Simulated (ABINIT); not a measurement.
# MoS2 (P6_3/mmc): G0W0 with ABINIT, start to end, part 2 of 3

How does a plane-wave GW calculation on MoS2 (P6_3/mmc) run from the first input to the gap?

ABINIT 10.8.3; LDA and many-body steps on it, plane waves. Known limits of the many-body steps: not at the basis limit; no spin-orbit coupling; coarse k mesh.

So far. Step 2 (Ground state): The gap is indirect, with the least direct gap 0.83 eV higher.

The database entry behind the starting cell differs from later determinations by our own check (about 0.3 % long), so it need not match the best structure at ambient conditions.

### Step 3. Bands along the symmetry lines

Level of this step: DFT, LDA, plane waves, norm-conserving pseudopotentials (ABINIT).

Levels along a band path, at the cheap level, show where the edges lie and whether the meshes to come will hold them.

Input file run.abi:

```
acell 3*1.0 Angstrom
rprim 
  3.169000000004 -0.000000000001 0.000000000000
  -1.584500000001 2.744434504597 0.000000000000
  0.000000000000 0.000000000000 12.324000000000
ntypat 2
znucl 42 16
natom 6
typat 1 1 2 2 2 2
xred 
  0.333333333333 0.666666666667 0.250000000000
  0.666666666667 0.333333333333 0.750000000000
  0.333333333333 0.666666666667 0.623000000000
  0.666666666667 0.333333333333 0.123000000000
  0.333333333333 0.666666666667 0.877000000000
  0.666666666667 0.333333333333 0.377000000000
pp_dirpath "pseudos"
pseudos "Mo.upf, S.upf"
ecut 36
iscf -2
irdden 1
kptopt 0
nkpt 75
kpt 
  0.00000000 0.00000000 0.00000000
  0.06250000 0.00000000 0.00000000
  0.12500000 0.00000000 0.00000000
  0.18750000 0.00000000 0.00000000
  0.25000000 0.00000000 0.00000000
  0.31250000 0.00000000 0.00000000
  0.37500000 0.00000000 0.00000000
  0.43750000 0.00000000 0.00000000
  0.50000000 0.00000000 0.00000000
  0.47916667 0.04166667 0.00000000
  0.45833333 0.08333333 0.00000000
  0.43750000 0.12500000 0.00000000
  0.41666666 0.16666666 0.00000000
  0.39583333 0.20833333 0.00000000
  0.37500000 0.25000000 0.00000000
  0.35416666 0.29166666 0.00000000
  0.33333333 0.33333333 0.00000000
  0.29166666 0.29166666 0.00000000
  0.25000000 0.25000000 0.00000000
  0.20833333 0.20833333 0.00000000
  0.16666666 0.16666666 0.00000000
  0.12500000 0.12500000 0.00000000
  0.08333333 0.08333333 0.00000000
  0.04166667 0.04166667 0.00000000
  0.00000000 0.00000000 0.00000000
  0.00000000 0.00000000 0.06250000
  0.00000000 0.00000000 0.12500000
  0.00000000 0.00000000 0.18750000
  0.00000000 0.00000000 0.25000000
  0.00000000 0.00000000 0.31250000
  0.00000000 0.00000000 0.37500000
  0.00000000 0.00000000 0.43750000
  0.00000000 0.00000000 0.50000000
  0.06250000 0.00000000 0.50000000
  0.12500000 0.00000000 0.50000000
  0.18750000 0.00000000 0.50000000
  0.25000000 0.00000000 0.50000000
  0.31250000 0.00000000 0.50000000
  0.37500000 0.00000000 0.50000000
  0.43750000 0.00000000 0.50000000
  0.50000000 0.00000000 0.50000000
  0.47916667 0.04166667 0.50000000
  0.45833333 0.08333333 0.50000000
  0.43750000 0.12500000 0.50000000
  0.41666666 0.16666666 0.50000000
  0.39583333 0.20833333 0.50000000
  0.37500000 0.25000000 0.50000000
  0.35416666 0.29166666 0.50000000
  0.33333333 0.33333333 0.50000000
  0.29166666 0.29166666 0.50000000
  0.25000000 0.25000000 0.50000000
  0.20833333 0.20833333 0.50000000
  0.16666666 0.16666666 0.50000000
  0.12500000 0.12500000 0.50000000
  0.08333333 0.08333333 0.50000000
  0.04166667 0.04166667 0.50000000
  0.00000000 0.00000000 0.50000000
  0.50000000 0.00000000 0.50000000
  0.50000000 0.00000000 0.43750000
  0.50000000 0.00000000 0.37500000
  0.50000000 0.00000000 0.31250000
  0.50000000 0.00000000 0.25000000
  0.50000000 0.00000000 0.18750000
  0.50000000 0.00000000 0.12500000
  0.50000000 0.00000000 0.06250000
  0.50000000 0.00000000 0.00000000
  0.33333333 0.33333333 0.50000000
  0.33333333 0.33333333 0.43750000
  0.33333333 0.33333333 0.37500000
  0.33333333 0.33333333 0.31250000
  0.33333333 0.33333333 0.25000000
  0.33333333 0.33333333 0.18750000
  0.33333333 0.33333333 0.12500000
  0.33333333 0.33333333 0.06250000
  0.33333333 0.33333333 0.00000000
istwfk *1
nband 38
nbdbuf 7
tolwfr 1e-07
nstep 50
prtwf 0
prtvol 0
indata_prefix "in"
outdata_prefix "out"
tmpdata_prefix "tmp"
```

Command:

```sh
OMP_NUM_THREADS=1 mpirun -n 4 abinit run.abi > log
```

Numbers of over 12 decimals in the logs are rounded to 6 here.

The log of the run:

```text
.Version 10.8.3 of ABINIT. v10.8.2 released Aug 2026.

 Symmetries : space group P6_3/m m c (#194); Bravais hP (primitive hexag.)
[... echo of the input left out ...]
== DATASET  1 ==================================================================
-   mpi_nproc: 4, omp_nthreads: 1 (-1 if OMP is not activated)

--- !DatasetInfo
iteration_state: {dtset: 1, }
dimensions: {natom: 6, nkpt: 75, mband: 38, nsppol: 1, nspinor: 1, nspden: 1, mpw: 7496, }
cutoff_energies: {ecut:  36.0, pawecutdg:  -1.0, }
electrons: {nelect:   5.20000000E+01, charge:   0.00000000E+00, occopt:   1.00000000E+00, tsmear:   1.00000000E-02, }

 Real(R)+Recip(G) space primitive vectors, cartesian coordinates (Bohr,Bohr^-1):
 R(1)=  5.9885421  0.0000000  0.0000000  G(1)=  0.1669856  0.0964092  0.0000000
 R(2)= -2.9942710  5.1862296  0.0000000  G(2)=  0.0000000  0.1928183  0.0000000
 R(3)=  0.0000000  0.0000000 23.2889848  G(3)=  0.0000000  0.0000000  0.0429388
 Unit cell volume ucvol=  7.2330822E+02 bohr^3
 Angles (23,13,12)=  9.00000000E+01  9.00000000E+01  1.20000000E+02 degrees

 getcut: wavevector=  0.0000  0.0000  0.0000  ngfft=  36  36 128
         ecut(hartree)=     36.000   => boxcut(ratio)=   2.03490

--- Pseudopotential description ------------------------------------------------
- Mo Generated using ONCVPSP code by D. R. Hamann
- 42.00000  14.00000  180309                  znucl, zion, pspdat
12 -1012 2 -1 1602                            pspcod,pspxc,lmax,lloc,mmax
     nproj     2     2     2
  pspatm : epsatm=   15.87300509
         --- l  ekb(1:nproj) -->
             0   13.816260    1.357626
             1    7.992037    1.133615
             2    2.734251    0.943661
 pspatm: atomic psp has been read  and splines computed

- S Generated using ONCVPSP code by D. R. Hamann
- 16.00000   6.00000  180309                  znucl, zion, pspdat
12 -1012 2 -1 1132                            pspcod,pspxc,lmax,lloc,mmax
     nproj     2     2     2
  pspatm : epsatm=    8.64647033
         --- l  ekb(1:nproj) -->
[...]
pspatm: atomic psp has been read  and splines computed

--------------------------------------------------------------------------------

================================================================================
 prteigrs : about to open file out_EIG
 Non-SCF case, kpt    1 (  0.00000  0.00000  0.00000), residuals and eigenvalues=
  5.86E-08  8.51E-08  7.22E-08  5.98E-08  2.76E-08  5.31E-08  2.84E-08  3.33E-08
  3.80E-08  5.53E-08  9.14E-08  5.24E-08  5.69E-08  3.31E-08  3.94E-08  2.07E-08
  4.24E-08  3.62E-08  4.69E-08  5.32E-08  3.98E-08  3.80E-08  8.13E-08  5.25E-08
[...]
5.56E-08  5.17E-08  2.40E-07  2.81E-07  6.88E-05  8.10E-05
 -1.9521E+00 -1.9521E+00 -1.0045E+00 -1.0045E+00 -9.9570E-01 -9.9570E-01
 -9.9570E-01 -9.9570E-01 -2.4432E-01 -2.3414E-01 -1.9945E-01 -1.8263E-01
[...]
5.9575E-01  6.1344E-01
[...]
5.5804E-01  5.8029E-01
 Non-SCF case, kpt   75 (  0.33333  0.33333  0.00000), residuals and eigenvalues=
[...]
5.5775E-01  5.8115E-01

--- !ResultsGS
iteration_state: {dtset: 1, }
comment   : Summary of ground state results
lattice_vectors:
- [  5.9885421,  -0.0000000,   0.0000000, ]
- [ -2.9942710,   5.1862296,   0.0000000, ]
- [  0.0000000,   0.0000000,  23.2889848, ]
lattice_lengths: [   5.98854,    5.98854,   23.28898, ]
lattice_angles: [ 90.000,  90.000, 120.000, ] # degrees, (23, 13, 12)
lattice_volume:   7.2330822E+02
convergence: {deltae:  0.000E+00, res2:  0.000E+00, residm:  9.998E-08, diffor:  0.000E+00, }
etotal    :  -1.85188731E+02
entropy   :   0.00000000E+00
fermie    :   3.03866916E-01
cartesian_stress_tensor: null
pressure_GPa: null
xred      :
- [  3.3333E-01,   6.6667E-01,   2.5000E-01, Mo]
- [  6.6667E-01,   3.3333E-01,   7.5000E-01, Mo]
- [  3.3333E-01,   6.6667E-01,   6.2300E-01,  S]
- [  6.6667E-01,   3.3333E-01,   1.2300E-01,  S]
- [  3.3333E-01,   6.6667E-01,   8.7700E-01,  S]
- [  6.6667E-01,   3.3333E-01,   3.7700E-01,  S]
cartesian_forces: null
force_length_stats: {min: null, max: null, mean: null, }

 Integrated electronic density in atomic spheres:
 ------------------------------------------------
 Atom  Sphere_radius  Integrated_density
[...]
================================================================================

 ----iterations are completed or convergence reached----

 Mean square residual over all n,k,spin=   53.429E-09; max=  99.977E-09
 reduced coordinates (array xred) for    6 atoms
[...]
0.333333333333      0.666666666667      0.877000000000
       0.666666666667      0.333333333333      0.377000000000

 cartesian coordinates (angstrom) at end:
    1      6.7e-13     1.829623     3.081000
    2      1.584500     0.914812     9.243000
    3      6.7e-13     1.829623     7.677852
    4      1.584500     0.914812     1.515852
    5      6.7e-13     1.829623    10.808148
    6      1.584500     0.914812     4.646148
 length scales=  1.889726125908  1.889726125908  1.889726125908 bohr
              =  1.000000000000  1.000000000000  1.000000000000 angstroms
 prteigrs : about to open file out_EIG
 Eigenvalues (hartree) for nkpt=  75  k points:
 kpt#   1, nband= 38, wtk=  1.00000, kpt=  0.0000  0.0000  0.0000 (reduced coord)
[...]
kpt#   2, nband= 38, wtk=  1.00000, kpt=  0.0625  0.0000  0.0000 (reduced coord)
[...]
kpt#   3, nband= 38, wtk=  1.00000, kpt=  0.1250  0.0000  0.0000 (reduced coord)
[...]
kpt#  74, nband= 38, wtk=  1.00000, kpt=  0.3333  0.3333  0.0625 (reduced coord)
[...]
0.45710    0.45710    0.51129    0.55804    0.55804    0.58029
 kpt#  75, nband= 38, wtk=  1.00000, kpt=  0.3333  0.3333  0.0000 (reduced coord)
[...]
0.12214    0.13234    0.15032    0.15032    0.16391    0.16391    0.20554    0.20554
   0.27446    0.28085    0.34143    0.34143    0.36780    0.40685    0.40685    0.40781
   0.45718    0.45718    0.51059    0.55774    0.55775    0.58115

== END DATASET(S) ==============================================================
================================================================================

 -outvars: echo values of variables after computation  --------
            nband          38
             nkpt          75
          spgroup         194
 [... the other variables as echoed above ...]

 Calculation completed.
```

Run time: 94 s. Hardware: 4 MPI ranks of Arm Neoverse V1, shared host; peak memory 0.63 GiB.

Numbers from this step:

- gap: 0.8172 eV
- k of the valence top: 0, 0, 0
- k of the conduction bottom: 0.1667, 0.1667, 0
- least direct gap: 1.648 eV

The gap is 0.817 eV, as in the run before at this level.

The electronic bands at the labelled points (eV, zero at the top of the highest filled band):

```csv
point,band 23,band 24,band 25,band 26,band 27,band 28,band 29,band 30
Γ,-2.14,-1.20,-1.16,0.00,2.08,2.08,2.11,2.11
halfway,-2.31,-1.58,-1.52,-1.39,1.15,1.58,1.79,2.01
M,-1.72,-1.52,-1.42,-1.29,1.58,1.62,1.96,2.24
halfway,-2.78,-2.32,-1.12,-0.92,1.42,1.54,2.26,2.33
K,-2.68,-2.68,-0.80,-0.63,1.02,1.02,1.74,2.80
halfway,-1.79,-1.57,-1.50,-1.48,0.82,1.60,1.69,1.73
Γ,-2.14,-1.20,-1.16,0.00,2.08,2.08,2.11,2.11
halfway,-2.15,-1.86,-0.64,-0.06,2.08,2.08,2.10,2.10
A,-2.16,-2.16,-0.27,-0.27,2.09,2.09,2.09,2.09
halfway,-2.05,-2.05,-1.40,-1.40,1.51,1.51,1.68,1.68
L,-1.62,-1.62,-1.35,-1.35,1.60,1.60,2.11,2.11
halfway,-2.59,-2.59,-1.01,-1.01,1.48,1.48,2.29,2.29
H,-2.86,-2.86,-0.72,-0.72,1.02,1.02,2.22,2.22
halfway,-1.74,-1.74,-1.48,-1.48,1.16,1.16,1.79,1.79
A,-2.16,-2.16,-0.27,-0.27,2.09,2.09,2.09,2.09
jump to L,-1.62,-1.62,-1.35,-1.35,1.60,1.60,2.11,2.11
halfway,-1.69,-1.55,-1.40,-1.31,1.58,1.61,2.00,2.20
M,-1.72,-1.52,-1.42,-1.29,1.58,1.62,1.96,2.24
jump to H,-2.86,-2.86,-0.72,-0.72,1.02,1.02,2.22,2.22
halfway,-2.75,-2.75,-0.78,-0.66,1.02,1.02,1.88,2.63
K,-2.68,-2.68,-0.80,-0.63,1.02,1.02,1.74,2.80
```

### Step 4. Empty states on the mesh, 3×3×1 mesh, 433 bands

The sums over transitions need many empty states on a uniform mesh; this step solves for them.

Input file run.abi:

```
acell 3*1.0 Angstrom
rprim 
  3.169000000004 -0.000000000001 0.000000000000
  -1.584500000001 2.744434504597 0.000000000000
  0.000000000000 0.000000000000 12.324000000000
ntypat 2
znucl 42 16
natom 6
typat 1 1 2 2 2 2
xred 
  0.333333333333 0.666666666667 0.250000000000
  0.666666666667 0.333333333333 0.750000000000
  0.333333333333 0.666666666667 0.623000000000
  0.666666666667 0.333333333333 0.123000000000
  0.333333333333 0.666666666667 0.877000000000
  0.666666666667 0.333333333333 0.377000000000
pp_dirpath "pseudos"
pseudos "Mo.upf, S.upf"
ecut 36
ngkpt 3 3 1
nshiftk 1
shiftk 0 0 0
kptopt 1
chksymbreak 0
iscf -2
irdden 1
istwfk *1
nband 433
nbdbuf 38
tolwfr 1e-09
nstep 60
prtvol 0
indata_prefix "in"
outdata_prefix "out"
tmpdata_prefix "tmp"
```

Command:

```sh
OMP_NUM_THREADS=1 mpirun -n 3 abinit run.abi > log
```

The log of the run:

```text
.Version 10.8.3 of ABINIT. v10.8.2 released Aug 2026.

 Symmetries : space group P6_3/m m c (#194); Bravais hP (primitive hexag.)
[... echo of the input left out ...]
== DATASET  1 ==================================================================
-   mpi_nproc: 3, omp_nthreads: 1 (-1 if OMP is not activated)

--- !DatasetInfo
iteration_state: {dtset: 1, }
dimensions: {natom: 6, nkpt: 3, mband: 433, nsppol: 1, nspinor: 1, nspden: 1, mpw: 7476, }
cutoff_energies: {ecut:  36.0, pawecutdg:  -1.0, }
electrons: {nelect:   5.20000000E+01, charge:   0.00000000E+00, occopt:   1.00000000E+00, tsmear:   1.00000000E-02, }

 Real(R)+Recip(G) space primitive vectors, cartesian coordinates (Bohr,Bohr^-1):
 R(1)=  5.9885421  0.0000000  0.0000000  G(1)=  0.1669856  0.0964092  0.0000000
 R(2)= -2.9942710  5.1862296  0.0000000  G(2)=  0.0000000  0.1928183  0.0000000
 R(3)=  0.0000000  0.0000000 23.2889848  G(3)=  0.0000000  0.0000000  0.0429388
 Unit cell volume ucvol=  7.2330822E+02 bohr^3
 Angles (23,13,12)=  9.00000000E+01  9.00000000E+01  1.20000000E+02 degrees

 getcut: wavevector=  0.0000  0.0000  0.0000  ngfft=  36  36 128
         ecut(hartree)=     36.000   => boxcut(ratio)=   2.03490

--- Pseudopotential description ------------------------------------------------
- Mo Generated using ONCVPSP code by D. R. Hamann
- 42.00000  14.00000  180309                  znucl, zion, pspdat
12 -1012 2 -1 1602                            pspcod,pspxc,lmax,lloc,mmax
     nproj     2     2     2
  pspatm : epsatm=   15.87300509
         --- l  ekb(1:nproj) -->
             0   13.816260    1.357626
             1    7.992037    1.133615
             2    2.734251    0.943661
 pspatm: atomic psp has been read  and splines computed

- S Generated using ONCVPSP code by D. R. Hamann
- 16.00000   6.00000  180309                  znucl, zion, pspdat
12 -1012 2 -1 1132                            pspcod,pspxc,lmax,lloc,mmax
     nproj     2     2     2
  pspatm : epsatm=    8.64647033
         --- l  ekb(1:nproj) -->
[...]
pspatm: atomic psp has been read  and splines computed

--------------------------------------------------------------------------------

================================================================================
 prteigrs : about to open file out_EIG
 Non-SCF case, kpt    1 (  0.00000  0.00000  0.00000), residuals and eigenvalues=
  9.74E-11  1.00E-10  6.79E-10  6.07E-10  5.64E-10  5.90E-10  5.19E-10  7.85E-10
  2.78E-11  7.28E-11  5.56E-11  6.65E-11  1.34E-10  1.09E-10  6.84E-11  1.19E-10
  1.64E-10  1.07E-10  2.17E-10  1.80E-10  2.48E-10  1.23E-10  1.86E-10  1.56E-10
[...]
3.05E-04
 -1.9521E+00 -1.9521E+00 -1.0045E+00 -1.0045E+00 -9.9570E-01 -9.9570E-01
 -9.9570E-01 -9.9570E-01 -2.4432E-01 -2.3414E-01 -1.9945E-01 -1.8263E-01
  5.0085E-02  8.9301E-02  1.7341E-01  1.8312E-01  1.8312E-01  1.8359E-01
[...]
4.9459E+00  4.9496E+00  4.9830E+00  5.0099E+00  5.0120E+00  5.0149E+00
  5.0157E+00  5.0185E+00  5.0229E+00  5.0239E+00  5.0293E+00  5.0323E+00
  5.0402E+00
 prteigrs : prtvol=0 or 1, do not print more k-points.

--- !ResultsGS
iteration_state: {dtset: 1, }
comment   : Summary of ground state results
lattice_vectors:
- [  5.9885421,  -0.0000000,   0.0000000, ]
- [ -2.9942710,   5.1862296,   0.0000000, ]
- [  0.0000000,   0.0000000,  23.2889848, ]
lattice_lengths: [   5.98854,    5.98854,   23.28898, ]
lattice_angles: [ 90.000,  90.000, 120.000, ] # degrees, (23, 13, 12)
lattice_volume:   7.2330822E+02
convergence: {deltae:  0.000E+00, res2:  0.000E+00, residm:  9.835E-10, diffor:  0.000E+00, }
etotal    :  -1.85188731E+02
entropy   :   0.00000000E+00
fermie    :   3.03866916E-01
cartesian_stress_tensor: null
pressure_GPa: null
xred      :
- [  3.3333E-01,   6.6667E-01,   2.5000E-01, Mo]
- [  6.6667E-01,   3.3333E-01,   7.5000E-01, Mo]
- [  3.3333E-01,   6.6667E-01,   6.2300E-01,  S]
- [  6.6667E-01,   3.3333E-01,   1.2300E-01,  S]
- [  3.3333E-01,   6.6667E-01,   8.7700E-01,  S]
- [  6.6667E-01,   3.3333E-01,   3.7700E-01,  S]
cartesian_forces: null
force_length_stats: {min: null, max: null, mean: null, }

 Integrated electronic density in atomic spheres:
 ------------------------------------------------
 Atom  Sphere_radius  Integrated_density
[...]
================================================================================

 ----iterations are completed or convergence reached----

 Mean square residual over all n,k,spin=   31.743E-11; max=  98.353E-11
 reduced coordinates (array xred) for    6 atoms
[...]
0.333333333333      0.666666666667      0.877000000000
       0.666666666667      0.333333333333      0.377000000000

 cartesian coordinates (angstrom) at end:
    1      6.7e-13     1.829623     3.081000
    2      1.584500     0.914812     9.243000
    3      6.7e-13     1.829623     7.677852
    4      1.584500     0.914812     1.515852
    5      6.7e-13     1.829623    10.808148
    6      1.584500     0.914812     4.646148
 length scales=  1.889726125908  1.889726125908  1.889726125908 bohr
              =  1.000000000000  1.000000000000  1.000000000000 angstroms
 prteigrs : about to open file out_EIG
 Eigenvalues (hartree) for nkpt=   3  k points:
 kpt#   1, nband=433, wtk=  0.11111, kpt=  0.0000  0.0000  0.0000 (reduced coord)
[...]
4.94439    4.94515    4.94517    4.94591    4.94591    4.94957    4.98297    5.00987
   5.01198    5.01487    5.01570    5.01847    5.02294    5.02387    5.02935    5.03228
   5.04016
 prteigrs : prtvol=0 or 1, do not print more k-points.

== END DATASET(S) ==============================================================
================================================================================

 -outvars: echo values of variables after computation  --------
            nband         433
             nkpt           3
          spgroup         194
 [... the other variables as echoed above ...]

 Calculation completed.
```

It took 4.2 min on 3 MPI ranks; peak memory 0.44 GiB; 13 min of CPU time.

Numbers from this step:

| Property | Result |
| --- | --- |
| gap | 1.022 eV |
| k of the valence top | 0, 0, 0 |
| k of the conduction bottom | 0.3333, 0.3333, 0 |
| least direct gap | 1.648 eV |
| k points computed | 3 |
| lowest point of the top converged band, above the valence top | 117.6033 eV |

On this mesh the gap is 1.022 eV. The earlier step found 0.817 eV, so this mesh misses an edge.

(Continued in part 3 of 3.)

[Paths, hosts, dates, memory and timing lines, banners, echoed tables and standing remarks are left out of the program output.]

[Logs are printed without paths, hosts, clocks, repeated set-up lines and the standing remarks that a program may print on its own settings, such as how far it seeks lower states.]

[Runs of the session that timed out or met a known fault of the program may be left out.]

[Hosts, paths, dates, database ids (printed as entryN), source tags and the programs' standing remarks are cut or masked in the printed files.]

[G0W0 gaps are taken among the corrected bands and points alone; a level outside them can change the order at an edge.]

[Where Ansatz stands beside ABINIT at settings called matched, ABINIT's density can come from a denser mesh and the files from another edition; pairs whose starting gaps differed by over 0.03 eV were left out, so agreement reads better than it is.]
